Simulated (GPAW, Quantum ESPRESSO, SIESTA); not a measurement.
# In-plane stress of hcp Ru under biaxial strain, SIESTA DZP, PBE

Calculated with SIESTA 5.4.2: PBE; DZP orbitals, shift 0.01 Ry, mesh 400 Ry; k-mesh 13×13×7. The first two cell vectors are strained alike from typed lattice constants; the third vector's length and the atoms are relaxed. The geometries are those relaxed at QE, PBE.

```
in-plane strain (%)  in-plane stress (GPa, compression positive)
                 -4                                        35.12
                 -3                                        25.05
                 -2                                            ?
                 -1                                        7.904
                  0                                       0.7387
                 +1                                       -5.872
                 +2                                        -11.5
                 +3                                       -16.64
                 +4                                       -21.02
```

Task: Fit a second-order form in the logarithmic strain to the rows given and interpolate to the withheld row.

Worked fit:

With u = ln[(1 + ε)/(1 + ε0)], counted from the row at ε0 = +0 % where y0 = 0.7387, a second-order form y = y0 + a u + b u² makes v = (y − y0)/u a line in u.

```
         u         v
-0.0408220  -842.225
-0.0304592  -798.159
-0.0100503  -712.941
0.00995033  -664.370
 0.0198026  -618.034
 0.0295588  -587.937
 0.0392207  -554.776
```

With n = 7: mean u = 0.00245728, mean v = -682.635, Σ(u − ū)² = 0.0055561, Σ(u − ū)(v − v̄) = 19.613. Slope b = 19.613 / 0.0055561 = 3530.0; intercept a = v̄ − b ū = -691.31.

At the withheld row u = -0.02020, v = a + b u = -762.6, and y = y0 + u v.

Prediction at -2: 16.15 GPa. The run gave 16.19 GPa, so the fit is low by 0.044 GPa (0.27 % of the value).

The first-order term gives a biaxial modulus of 691 GPa at ε0. The second-order term makes up 9.4 % of v at the withheld row. Among the rows given, the largest miss of the fit is at -4, by 0.28 GPa (0.50 % of the range of the table).

Limits: The nuclei are static. The DFT runs use Fermi–Dirac occupations of width 0.1 eV, and energies are free energies.

[Logs are printed without paths, hosts, clocks, repeated set-up lines and the standing remarks that a program may print on its own settings, such as how far it seeks lower states.]

[Hosts, paths, dates, database ids (printed as entryN), source tags and the programs' standing remarks are cut or masked in the printed files.]
